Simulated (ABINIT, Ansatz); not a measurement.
Computed results, one entry a study.

### MgZrF6 (Fm-3m): one start, several treatments of the self-energy

The structure is cubic, space group Fm-3m (No. 225). Conventional cell: a = 7.976 Å, b = 7.976 Å, c = 7.976 Å, α = 90.00°, β = 90.00°, γ = 90.00°. Mg has 6 F at 1.98 Å nearest. Nearest to Zr lie 6 F at 2.01 Å. Nearest to F lie 1 Mg at 1.98 Å and 1 Zr at 2.01 Å. Farther neighbours, and contacts between anions beyond the nearest, are not listed.

| Item | Value |
| --- | --- |
| method | RPA screening on LDA, plane waves, norm-conserving pseudopotentials (and 3 further levels or steps) |
| program | ABINIT 10.8.3 |
| settings | cutoff 38 Ha, PseudoDojo scalar-relativistic 0.4.1 standard, norm-conserving, ngkpt (2, 2, 2), nband 116, ecuteps 4.2 Ha, gwcalctyp 2, nfreqre 16, nfreqim 8, inclvkb 2, freqremax 40 eV, spmeth 1, nomegasf 120, shiftk (0, 0, 0), symchi 1, awtr 1, frequency cd, 2×2×2 k-mesh |
| cost | 8 runs, 3.8 min in all on 4 MPI ranks of Arm Neoverse V1, shared host |
| notes | The program’s warnings: Min real frequency set to default [Ha] = and nproc spkpt=  >= nkpt= * nsppol=. The cell and positions are those that the Materials Project relaxed with its own functionals (PBE, PBE+U or r2SCAN), kept fixed. Limits: no spin-orbit coupling. The 2×2×2 mesh is coarse for this cell, which bears on the long-range parts of exchange and screening. |
| G0W0, Godby-Needs plasmon pole | 11.915 eV |
| G0W0, Engel-Farid plasmon pole | 12.067 eV |
| G0W0, Hybertsen-Louie plasmon pole | 13.097 eV |
| one-shot Hartree-Fock | 20.830 eV |
| G0W0, contour deformation | 11.802 eV |
| known limits | short of the basis limit; no spin-orbit coupling; coarse k mesh |

G0W0, Engel-Farid plasmon pole: +0.152 eV against G0W0, Godby-Needs plasmon pole. G0W0, Hybertsen-Louie plasmon pole: +1.182 eV against G0W0, Godby-Needs plasmon pole.

[Paths, hosts, dates, memory and timing lines, banners, echoed tables and standing remarks are left out of the program output; an Ansatz launch command may be rebuilt from the run's recorded settings. Measured values are a selection of at most five: reports struck by readers or far from the other reports are left out. None is set beside runs whose start may be inverted or whose files or cutoffs have a known fault.]

[Runs of the session that timed out or met a known fault of the program may be left out.]

[Hosts, paths, dates, database ids (printed as entryN), source tags and the programs' standing remarks are cut or masked in the printed files.]

[G0W0 gaps are taken among the corrected bands and points alone; a level outside them can change the order at an edge.]

[Where Ansatz stands beside ABINIT at settings called matched, ABINIT's density can come from a denser mesh and the files from another edition; pairs whose starting gaps differed by over 0.03 eV were left out, so agreement reads better than it is.]
